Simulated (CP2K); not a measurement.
Two runs for the N K edge of guanidine. Run A: CP2K XAS_TDP, all-electron GAPW, PBEh(45%), aug-cc-pVDZ, TDA, no relativity. Run B differs in one setting.

First lines with a strength over 0.0015. A:

| atom | energy (eV) | states | strength, one atom |
| --- | --- | --- | --- |
| N1 (bonded to C and 2 H) | 398.06 | 1 | 0.0083 |
|  | 398.90 | 1 | 0.0231 |
|  | 399.15 | 1 | 0.0108 |
|  | 399.89 | 1 | 0.0075 |
|  | 400.37 | 1 | 0.0060 |
| N4 (bonded to C and H) | 395.64 | 1 | 0.0377 |
|  | 396.97 | 1 | 0.0099 |
|  | 397.99 | 1 | 0.0061 |
|  | 398.32 | 1 | 0.0023 |
|  | 398.89 | 1 | 0.0034 |

B:

| atom | energy (eV) | states | strength, one atom |
| --- | --- | --- | --- |
| N1 (bonded to C and 2 H) | 390.51 | 1 | 0.0040 |
|  | 391.25 | 1 | 0.0031 |
|  | 391.44 | 1 | 0.0113 |
|  | 391.89 | 1 | 0.0043 |
|  | 392.44 | 1 | 0.0068 |
| N4 (bonded to C and H) | 388.77 | 1 | 0.0265 |
|  | 389.11 | 1 | 0.0031 |
|  | 389.91 | 1 | 0.0048 |
|  | 390.18 | 1 | 0.0019 |
|  | 390.78 | 1 | 0.0023 |

Which was it: the functional, GW2X switched on, the basis, scalar relativity switched on?

The functional (functional from PBEh(45%) to PBE0; the lines alone don't name the new value). A functional moves all lines by electronvolts and changes their spacings and strengths. Against PBEh(45%) in aug-cc-pVDZ, the leading lines move by -7.55 eV (N1, to 390.51) and -6.87 eV (N4, to 388.77); the strength of N1's goes from 0.0083 to 0.0040. The next line of N1 over the strength cut lies 0.74 eV higher, against 0.84.

[Hosts, paths, dates, database ids (printed as entryN), source tags and the programs' standing remarks are cut or masked in the printed files.]
